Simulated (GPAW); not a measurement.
# An In chain with one Ge atom in line: transmission at several levels, part 2 of 2

How well does an In chain with one Ge atom in line conduct at low bias, and how far do basis and functional move the answer?

GPAW 26.7.0; GPAW LCAO, PAW setups; Landauer transmission from Green's functions with principal layers (ASE), zero bias.

So far, transmission at the Fermi level (one spin): step 2 (GPAW, dzp, PBE, GPAW) 2.11; step 3 (basis szp(dzp), PBE, GPAW) 2.08; step 4 (basis sz(dzp), PBE, GPAW) 2.20; step 5 (revPBE) 2.10.

### 7. Comparison (continued)

Ladder, by row:

| step | code | T at the Fermi level (sum over the listed spins) | conductance (G0) | r.m.s. T(E) from the first | wall time (s) | peak memory (GiB) | threads |
| --- | --- | --- | --- | --- | --- | --- | --- |
| dzp | GPAW | 2.114 | 2.107 | 0 | 81.86 | 1.09 | 1 |
| szp | GPAW | 2.078 | 2.071 | 0.1283 | 65.2 | 1.07 | 1 |
| sz | GPAW | 2.197 | 2.188 | 0.1603 | 42.05 | 0.98 | 1 |
| dzp-revPBE | GPAW | 2.098 | 2.091 | 0.01962 | 76.07 | 1.1 | 1 |

The transmission, zone mean, sum over the listed spins by energy, zero at the Fermi level:

| energy (eV) | dzp | szp | sz | dzp-revPBE |
| --- | --- | --- | --- | --- |
| -2.0000 | 0.996 | 5.4e-8 | 0.999 | 0.994 |
| -1.7500 | 1.4e-8 | 4.2e-9 | 5.7e-8 | 1.7e-8 |
| -1.5000 | 2.1e-8 | 1.0e-8 | 2.9e-8 | 2.6e-8 |
| -1.2500 | 0.488 | 2.9e-5 | 0.345 | 0.597 |
| -1.0000 | 0.881 | 0.847 | 0.879 | 0.887 |
| -0.7500 | 0.917 | 0.899 | 0.916 | 0.918 |
| -0.5000 | 0.930 | 0.917 | 0.928 | 0.931 |
| -0.2500 | 0.938 | 0.926 | 0.934 | 0.937 |
| 0.0000 | 2.11 | 2.08 | 2.20 | 2.10 |
| 0.2500 | 2.05 | 2.02 | 2.06 | 2.03 |
| 0.5000 | 2.01 | 1.98 | 2.03 | 2.00 |
| 0.7500 | 2.13 | 2.10 | 2.14 | 2.11 |
| 1.0000 | 2.28 | 2.26 | 2.25 | 2.27 |
| 1.2500 | 2.43 | 2.42 | 2.39 | 2.42 |
| 1.5000 | 2.57 | 2.57 | 2.54 | 2.56 |
| 1.7500 | 2.71 | 2.71 | 2.68 | 2.71 |
| 2.0000 | 2.84 | 2.84 | 2.80 | 2.83 |

### 8. Functional BLYP, smearing 0.3

The functional moves levels against the Fermi level. Smearing helps the SCF of a metal converge, but it blurs occupations at band edges near the Fermi level.

This step: GPAW LCAO, PAW setups; Landauer transmission from Green's functions with principal layers (ASE), zero bias (GPAW 26.7.0).

run.py

```python
import json
import numpy as np
from ase import Atoms
from ase.transport.calculators import TransportCalculator
from gpaw import GPAW, FermiDirac
from gpaw.lcao.tools import get_lcao_hamiltonian
from scipy.linalg import eigh

# The junction with lead layers at both ends, along the third cell vector
device = Atoms(
    ['In', 'In', 'In', 'In', 'In', 'Ge', 'In', 'In', 'In', 'In', 'In'],
    positions=[
        [4.50000, 4.50000, 1.47500],
        [4.50000, 4.50000, 4.42500],
        [4.50000, 4.50000, 7.37500],
        [4.50000, 4.50000, 10.32500],
        [4.50000, 4.50000, 13.27500],
        [4.50000, 4.50000, 15.90430],
        [4.50000, 4.50000, 18.53360],
        [4.50000, 4.50000, 21.48360],
        [4.50000, 4.50000, 24.43360],
        [4.50000, 4.50000, 27.38360],
        [4.50000, 4.50000, 30.33360]],
    cell=[[9.0, 0.0, 0.0], [0.0, 9.0, 0.0], [0.0, 0.0, 31.8086]],
    pbc=True)

# One principal layer of the lead: the first 3 atoms of the device
lead = Atoms(
    ['In', 'In', 'In'],
    positions=[
        [4.50000, 4.50000, 1.47500],
        [4.50000, 4.50000, 4.42500],
        [4.50000, 4.50000, 7.37500]],
    cell=[[9.0, 0.0, 0.0], [0.0, 9.0, 0.0], [0.0, 0.0, 8.85]],
    pbc=True)

settings = dict(mode='lcao', basis='dzp', xc='BLYP', h=0.2,
                occupations=FermiDirac(0.3), maxiter=250,
                mixer=dict(beta=0.1, nmaxold=8, weight=100.0),
                convergence=dict(density=0.0001))
energies = np.arange(-2, 2 + 1e-9, 0.05)
eta = 0.0001
n1, n2 = 1, 1
# k and -k transmit alike, so half of the mesh across the current serves
mesh = [(i, j) for i in range(n1) for j in range(n2) if (i, j) <= (-i % n1, -j % n2)]
weights = np.array([1 if (i, j) == (-i % n1, -j % n2) else 2 for i, j in mesh]) / (n1 * n2)

# [... helper functions left out ...]
fermi_lead = ground_state(lead, (1, 1, 13), 'lead.txt')
fermi_device = ground_state(device, (1, 1, 3), 'device.txt')
# [... loop over the mesh left out, but for ...]
        # Shift the lead onto the potential of the device's first layer
        shift = ((H[:, 0, 0] - H0[:, 0, 0]) / S0[0, 0]).real.mean()
# [...]
kT = 8.617333e-5 * 77
bias = [0.1, 0.2, 0.5, 1.0, 1.5, 2.0]
# [... integrals and printing left out ...]
```

Started as:

```sh
$ OMP_NUM_THREADS=1 OPENBLAS_NUM_THREADS=1 python run.py
```

Output:

```text
FileNotFoundError: Could not find required PAW dataset file "In.BLYP".
```

Elapsed: 1.1 s, on 1 thread of Arm Neoverse N1, shared host; peak memory 0.1 GiB.

The input was rejected at the start.

The program's message: “FileNotFoundError: Could not find required PAW dataset file "In.BLYP".”

### 9. Grid spacing 0.22, mixing 0.25, mixing history 5

The real-space grid carries density and potential; a coarse one breaks translation symmetry along the lead and scatters electrons that should pass. Mixing changes the road to self-consistency, not its end. The mixing history changes the road to self-consistency, not its end. The functional moves levels against the Fermi level.

Edit run.py of step 8 so:

```diff
@@ -36,5 +36,5 @@
 
-settings = dict(mode='lcao', basis='dzp', xc='BLYP', h=0.2,
-                occupations=FermiDirac(0.3), maxiter=250,
-                mixer=dict(beta=0.1, nmaxold=8, weight=100.0),
+settings = dict(mode='lcao', basis='dzp', xc='PBEsol', h=0.22,
+                occupations=FermiDirac(0.1), maxiter=250,
+                mixer=dict(beta=0.25, nmaxold=5, weight=100.0),
                 convergence=dict(density=0.0001))
```

Output:

```text
FileNotFoundError: Could not find required PAW dataset file "In.PBEsol".
```

Elapsed: 1.1 s, on 1 thread; peak memory 0.1 GiB.

The program refused the input before any cycle.

The program's message: “FileNotFoundError: Could not find required PAW dataset file "In.PBEsol".”

### 10. What came out

```json
{
  "conductance": "2.11 G₀",
  "transmission at the Fermi level, mean of the spins": "2.11",
  "thermopower": "about 0 (under 1.5 μV/K)"
}
```

**Reading.** In the dzp basis the junction conducts 2.11 G₀ at 77 K, with T = 2.11 a spin at the Fermi level; the sz basis reaches that conductance within 10 %. At the Fermi level the three most open eigenchannels pass 0.94, 0.59 and 0.59. Measured against the first run (dzp), the nearest curve is that of dzp-revPBE (r.m.s. 0.020) and the farthest that of sz (0.16). Over the compared runs wall time goes from 42 s (sz) to 82 s (dzp), on a shared host. The geometry was built from estimated bond lengths and not relaxed, so the numbers describe this model structure. Spin-orbit coupling is left out, which matters for the heavy atoms here. An evenly spaced straight chain is an idealisation: free chains tend to dimerise, zigzag or, where a band edge lies near the Fermi level, turn magnetic. The currents use the zero-bias T(E) throughout, which holds only while the bias is small against the distance to the nearest feature. The energy step is wider than the thermal energy, so the conductance and thermopower rest on interpolation of T(E).

[Logs are printed without paths, hosts, clocks, repeated set-up lines and the standing remarks that a program may print on its own settings, such as how far it seeks lower states.]

[Hosts, paths, dates, database ids (printed as entryN), source tags and the programs' standing remarks are cut or masked in the printed files.]
